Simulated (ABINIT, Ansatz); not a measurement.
An input for ABINIT 10.8.3 (CsGeCl3 (R3m)):

```
acell 3*1.0 Angstrom
rprim 
  3.846816390705 2.220960478697 3.178300533600
  -3.846816390705 2.220960478697 3.178300533600
  0.000000000000 -4.441920957394 3.178300533600
ntypat 3
znucl 55 32 17
natom 5
typat 1 2 3 3 3
xred 
  0.998403350000 0.998403350000 0.998403350000
  0.515533150000 0.515533150000 0.515533150000
  0.496712670000 0.496712670000 0.948638170000
  0.496712670000 0.948638170000 0.496712670000
  0.948638170000 0.496712670000 0.496712670000
pp_dirpath "pseudos"
pseudos "Cs.upf, Ge.upf, Cl.upf"
ecut 56
ngkpt 4 4 4
nshiftk 1
shiftk 0 0 0
kptopt 1
chksymbreak 0
iscf -2
irdden 1
istwfk *1
nband 160
nbdbuf 14
tolwfr 1e-09
nstep 60
prtvol 0
indata_prefix "in"
outdata_prefix "out"
tmpdata_prefix "tmp"
```

```sh
OMP_NUM_THREADS=1 mpirun -n 8 abinit run.abi > log
```

Question: Estimate wall time and host memory on 8 MPI ranks of Arm Neoverse V2, shared host.

It took 4.5 min; on shared hardware allow 2.2 min to 9 min. Peak host memory was 1.7 GiB.

[Paths, hosts, dates, memory and timing lines, banners, echoed tables and standing remarks are left out of the program output.]

[Logs are printed without paths, hosts, clocks, repeated set-up lines and the standing remarks that a program may print on its own settings, such as how far it seeks lower states.]

[Runs of the session that timed out or met a known fault of the program may be left out.]

[Hosts, paths, dates, database ids (printed as entryN), source tags and the programs' standing remarks are cut or masked in the printed files.]

[G0W0 gaps are taken among the corrected bands and points alone; a level outside them can change the order at an edge.]

[Where Ansatz stands beside ABINIT at settings called matched, ABINIT's density can come from a denser mesh and the files from another edition; pairs whose starting gaps differed by over 0.03 eV were left out, so agreement reads better than it is.]
